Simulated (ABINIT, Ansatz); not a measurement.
# How the form of the self-energy moves the gap of NaAsF6 (R-3), part 2 of 2

Aim: compare treatments of exchange, screening and correlation for the gap of NaAsF6 (R-3).

ABINIT 10.8.3; PBEsol and many-body steps on it, plane waves. Known limits of the many-body steps: not at the basis limit; no spin-orbit coupling; coarse k mesh.

So far. Step 5 (G0W0, Engel-Farid plasmon pole): Against G0W0 in ABINIT (2×2×2 mesh, 107 bands, screening to 114.3 eV, Godby-Needs plasmon pole), the gap moves by +0.086 eV. Step 6 (G0W0, von der Linden-Horsch plasmon pole): Against G0W0 in ABINIT (2×2×2 mesh, 107 bands, screening to 114.3 eV, Godby-Needs plasmon pole), the gap moves by +0.383 eV.

### Step 7. One-shot Hartree-Fock

This step: one-shot Hartree-Fock on PBEsol, plane waves, norm-conserving pseudopotentials.

The input, run.abi:

```
acell 3*1.0 Angstrom
rprim 
  2.548317025914 1.471271520892 4.707294566700
  -2.548317025914 1.471271520892 4.707294566700
  0.000000000000 -2.942543041784 4.707294566700
ntypat 3
znucl 11 33 9
natom 8
typat 1 2 3 3 3 3 3 3
xred 
  0.500000000000 0.500000000000 0.500000000000
  -0.000000000000 0.000000000000 0.000000000000
  0.348130510000 0.076071740000 0.790012280000
  0.790012280000 0.348130510000 0.076071740000
  0.076071740000 0.790012280000 0.348130510000
  0.651869490000 0.923928260000 0.209987720000
  0.209987720000 0.651869490000 0.923928260000
  0.923928260000 0.209987720000 0.651869490000
pp_dirpath "pseudos"
pseudos "Na.upf, As.upf, F.upf"
ecut 44
ngkpt 2 2 2
nshiftk 1
shiftk 0 0 0
kptopt 1
chksymbreak 0
istwfk *1
occopt 1
irdwfk 1
optdriver 4
nband 41
gwcalctyp 5
ecutsigx 44
symsigma 1
nkptgw 2
kptgw 
  0.5000000000 0.5000000000 0.0000000000
  0.0000000000 0.0000000000 0.0000000000
bdgw 
  36 39
  36 39
ixc_sigma 40
fftgw 31
indata_prefix "in"
outdata_prefix "out"
tmpdata_prefix "tmp"
```

Run with:

```bash
$ OMP_NUM_THREADS=1 mpirun -n 4 abinit run.abi > log
```

Numbers of over 12 decimals in the logs are rounded to 6 here.

Output:

```text
.Version 10.8.3 of ABINIT. v10.8.2 released Aug 2026.

 Symmetries : space group R-3 (#148); Bravais hR (rhombohedral)
[... echo of the input left out ...]
== DATASET  1 ==================================================================
-   mpi_nproc: 4, omp_nthreads: 1 (-1 if OMP is not activated)

--- !DatasetInfo
iteration_state: {dtset: 1, }
dimensions: {natom: 8, nkpt: 4, mband: 41, nsppol: 1, nspinor: 1, nspden: 1, mpw: 9990, }
cutoff_energies: {ecut:  44.0, pawecutdg:  -1.0, }
[...]
Band     E0 <VxcDFT>   SigX SigC(E0)      Z dSigC/dE  Sig(E)    E-E0       E
[...]
38   3.369 -18.476 -13.487   0.000   1.000   0.000 -13.487   4.989   8.358
       39   8.269 -12.569  -7.560   0.000   1.000   0.000  -7.560   5.009  13.278

== END DATASET(S) ==============================================================
================================================================================

 -outvars: echo values of variables after computation  --------
           etotal      0.0000000000E+00
            nband          41
             nkpt           4
          spgroup         148
 [... the other variables as echoed above ...]

 Calculation completed.
```

Elapsed: 4.9 s, on 4 MPI ranks of Arm Neoverse V1, shared host; peak memory 1.1 GiB.

This step gave:

```
quasiparticle gap on the points computed              : 18.16 eV
starting gap on the mesh                              : 5.618 eV
k of the valence top                                  : 0.5, 0.5, 0
k of the conduction bottom                            : 0, 0, 0
least direct quasiparticle gap on the computed points : 18.27 eV
```

Against G0W0 in ABINIT (2×2×2 mesh, 107 bands, screening to 114.3 eV, Godby-Needs plasmon pole), the gap moves by +7.516 eV.

### Step 8. Screening, 2×2×2 mesh, 107 bands, screening to 114.3 eV

This step: RPA screening on PBEsol, plane waves, norm-conserving pseudopotentials.

run.abi: that of step 7 with these lines changed.

```diff
@@ -29,16 +29,14 @@
 irdwfk 1
-optdriver 4
-nband 41
-gwcalctyp 5
-ecutsigx 44
-symsigma 1
-nkptgw 2
-kptgw 
-  0.5000000000 0.5000000000 0.0000000000
-  0.0000000000 0.0000000000 0.0000000000
-bdgw 
-  36 39
-  36 39
-ixc_sigma 40
-fftgw 31
+optdriver 3
+nband 107
+ecuteps 4.2
+inclvkb 2
+awtr 1
+symchi 1
+gwcalctyp 2
+nfreqre 16
+freqremax 40 eV
+nfreqim 8
+spmeth 1
+nomegasf 120
 indata_prefix "in"
```

Output:

```text
.Version 10.8.3 of ABINIT. v10.8.2 released Aug 2026.

 Symmetries : space group R-3 (#148); Bravais hR (rhombohedral)
[... echo of the input left out ...]
== DATASET  1 ==================================================================
-   mpi_nproc: 4, omp_nthreads: 1 (-1 if OMP is not activated)

--- !DatasetInfo
iteration_state: {dtset: 1, }
dimensions: {natom: 8, nkpt: 4, mband: 107, nsppol: 1, nspinor: 1, nspden: 1, mpw: 9990, }
cutoff_energies: {ecut:  44.0, pawecutdg:  -1.0, }
electrons: {nelect:   7.40000000E+01, charge:   0.00000000E+00, occopt:   1.00000000E+00, tsmear:   1.00000000E-02, }

 SCREENING: Calculation of the susceptibility and dielectric matrices

 Based on a program developped by R.W. Godby, V. Olevano, G. Onida, and L. Reining.
 Incorporated in ABINIT by V. Olevano, G.-M. Rignanese, and M. Torrent.
.Using double precision arithmetic ; gwpc =  8

[... cell and pseudopotentials left out ...]
--------------------------------------------------------------------------------

 ==== K-mesh for the wavefunctions ====
 Number of points in the irreducible wedge :     4
[... list of points left out ...]
 Together with  6 symmetry operations and time-reversal symmetry
 yields     8 points in the full Brillouin Zone.

 ==== Q-mesh for the screening function ====
 Number of points in the irreducible wedge :     4
[... list of points left out ...]
 Together with  6 symmetry operations and time-reversal symmetry
 yields     8 points in the full Brillouin Zone.

 setmesh: FFT mesh size selected  =    45x   45x   45
          total number of points  =        91125

 vcoul_init : cutoff-mode = AUXILIARY_FUNCTION
 q-points for optical limit:   1
     1)      0.000010    0.000020    0.000030

- screening: taking advantage of time-reversal symmetry
- Maximum band index for partially occupied states nbvw = 37
- Remaining bands to be divided among processors   nbcw = 70
- Number of bands treated by each node ~17

 Number of electrons calculated from density =   74.0000; Expected =   74.0000
 average of density, n =  0.103554
 r_s =    1.3210
 omega_plasma =   31.0412 [eV]

 calculating chi0 at frequencies [eV] :
  1    0.000000E+00    0.000000E+00
  2    2.666667E+00    0.000000E+00
  3    5.333333E+00    0.000000E+00
[...]
23    0.000000E+00    7.905657E+01
 24    0.000000E+00    1.113125E+02

--------------------------------------------------------------------------------
  q-point number  1        q = ( 0.000000, 0.000000, 0.000000) [r.l.u.]
--------------------------------------------------------------------------------
[... chi0 elements left out ...]
  [... further frequencies ...]

 No. of calculated frequencies >  15, stop printing
 For q-point:  0.000010 0.000020 0.000030
  dielectric constant =   1.8649
  dielectric constant without local fields =   2.0740

  Average fulfillment of the sum rule on Im[epsilon] for q-point    1 :     27.34  [%]
[... wings left out ...]
  q-point number  2        q = ( 0.500000, 0.000000, 0.000000) [r.l.u.]
--------------------------------------------------------------------------------
[... chi0 elements left out ...]
  [... further frequencies ...]

 No. of calculated frequencies >  15, stop printing
  Average fulfillment of the sum rule on Im[epsilon] for q-point    2 :     31.75  [%]

 [... 2 further q-points ...]
```

Run time: 53 s. Hardware: 4 MPI ranks; peak memory 2.7 GiB; 3.5 min of CPU time.

This step gave:

| Property | Result |
| --- | --- |
| ε∞ with local fields, on this mesh, along the program's q direction | 1.865 |
| the same without local fields | 2.074 |
| plasma frequency | 31.04 eV |
| plane waves in the screening matrix | 297 |

### Step 9. G0W0, contour deformation

This step: G0W0 on PBEsol, plane waves, norm-conserving pseudopotentials.

run.abi: that of step 8 with these lines changed.

```diff
@@ -29,14 +29,16 @@
 irdwfk 1
-optdriver 3
+optdriver 4
 nband 107
+gwcalctyp 2
+ecutsigx 44
+symsigma 1
+nkptgw 2
+kptgw 
+  0.5000000000 0.5000000000 0.0000000000
+  0.0000000000 0.0000000000 0.0000000000
+bdgw 
+  36 39
+  36 39
 ecuteps 4.2
-inclvkb 2
-awtr 1
-symchi 1
-gwcalctyp 2
-nfreqre 16
-freqremax 40 eV
-nfreqim 8
-spmeth 1
-nomegasf 120
+irdscr 1
 indata_prefix "in"
```

Output:

```text
.Version 10.8.3 of ABINIT. v10.8.2 released Aug 2026.

 Symmetries : space group R-3 (#148); Bravais hR (rhombohedral)
[... echo of the input left out ...]
== DATASET  1 ==================================================================
-   mpi_nproc: 4, omp_nthreads: 1 (-1 if OMP is not activated)

--- !DatasetInfo
iteration_state: {dtset: 1, }
dimensions: {natom: 8, nkpt: 4, mband: 107, nsppol: 1, nspinor: 1, nspden: 1, mpw: 9990, }
cutoff_energies: {ecut:  44.0, pawecutdg:  -1.0, }
[...]
Band     E0 <VxcDFT>   SigX SigC(E0)      Z dSigC/dE  Sig(E)    E-E0       E
[...]
39   8.269 -12.569  -7.560  -2.192   0.883  -0.133 -10.082   2.487  10.756
       39   0.000   0.000   0.000  -0.001   0.000   0.000  -0.001  -0.001  -0.001

== END DATASET(S) ==============================================================
================================================================================

 -outvars: echo values of variables after computation  --------
           etotal      0.0000000000E+00
            nband         107
             nkpt           4
          spgroup         148
 [... the other variables as echoed above ...]

 Calculation completed.
```

Elapsed: 9.3 s, on 4 MPI ranks; peak memory 1.4 GiB; 37 s of CPU time.

Numbers from this step:

- G0W0 gap on the points computed: 10.57 eV
- starting gap on the mesh: 5.618 eV
- k of the valence top: 0.5, 0.5, 0
- k of the conduction bottom: 0, 0, 0
- least direct G0W0 gap on the computed points: 10.67 eV

Against G0W0 in ABINIT (2×2×2 mesh, 107 bands, screening to 114.3 eV, Godby-Needs plasmon pole), the gap moves by −0.076 eV.

### Step 10. Side by side

Times are wall times on 4 MPI ranks of Arm Neoverse V1, shared host, good to a factor of about two. A run's time includes the screening step that it read.

| run | mesh | bands | screening cutoff (eV) | DFT gap (eV) | gap on the mesh (eV) | direct (eV) | ε∞ used | time |
| --- | --- | --- | --- | --- | --- | --- | --- | --- |
| G0W0, Godby-Needs plasmon pole | 2×2×2 | 107 | 114.3 | 5.618 | 10.648 | 10.744 | 1.86 | 58 s |
| G0W0, Engel-Farid plasmon pole | 2×2×2 | 107 | 114.3 | 5.618 | 10.734 | 10.833 | 1.86 | 54 s |
| G0W0, von der Linden-Horsch plasmon pole | 2×2×2 | 107 | 114.3 | 5.618 | 11.031 | 11.136 | 1.86 | 54 s |
| one-shot Hartree-Fock | 2×2×2 | - | - | 5.618 | 18.164 | 18.266 | - | 4.9 s |
| G0W0, contour deformation | 2×2×2 | 107 | 114.3 | 5.618 | 10.572 | 10.666 | 1.86 | 62 s |

### Step 11. Summary of results

| Quantity | Value |
| --- | --- |
| G0W0, Godby-Needs plasmon pole | 10.648 eV |
| G0W0, Engel-Farid plasmon pole | 10.734 eV |
| G0W0, von der Linden-Horsch plasmon pole | 11.031 eV |
| one-shot Hartree-Fock | 18.164 eV |
| G0W0, contour deformation | 10.572 eV |
| known limits | not at the basis limit; no spin-orbit coupling; coarse k mesh |

**Reading.** G0W0, Engel-Farid plasmon pole: +0.086 eV against G0W0, Godby-Needs plasmon pole. G0W0, von der Linden-Horsch plasmon pole: +0.383 eV against G0W0, Godby-Needs plasmon pole. One-shot Hartree-Fock: +7.516 eV against G0W0, Godby-Needs plasmon pole. G0W0, contour deformation: −0.076 eV against G0W0, Godby-Needs plasmon pole. Bare exchange alone opens the gap to 18.16 eV; against G0W0, correlation takes back 7.52 eV. Bands and cutoff are finite, so the gap is not at the basis limit. The miss can reach some tenths of an eV and take either sign; the mesh is an error of its own. In the first G0W0 run levels were corrected at 2 k points alone, so a gap called «on the mesh» is the least over those, and an edge elsewhere would be missed. The 2×2×2 mesh is coarse for this cell, which bears on the long-range parts of exchange and screening. The many-body steps are scalar-relativistic: spin-orbit coupling is not in them.

[Paths, hosts, dates, memory and timing lines, banners, echoed tables and standing remarks are left out of the program output.]

[Logs are printed without paths, hosts, clocks, repeated set-up lines and the standing remarks that a program may print on its own settings, such as how far it seeks lower states.]

[Runs of the session that timed out or met a known fault of the program may be left out.]

[No measured gap is set beside runs whose start may be inverted or whose files or cutoffs have a known fault.]

[Hosts, paths, dates, database ids (printed as entryN), source tags and the programs' standing remarks are cut or masked in the printed files.]

[G0W0 gaps are taken among the corrected bands and points alone; a level outside them can change the order at an edge.]

[Where Ansatz stands beside ABINIT at settings called matched, ABINIT's density can come from a denser mesh and the files from another edition; pairs whose starting gaps differed by over 0.03 eV were left out, so agreement reads better than it is.]
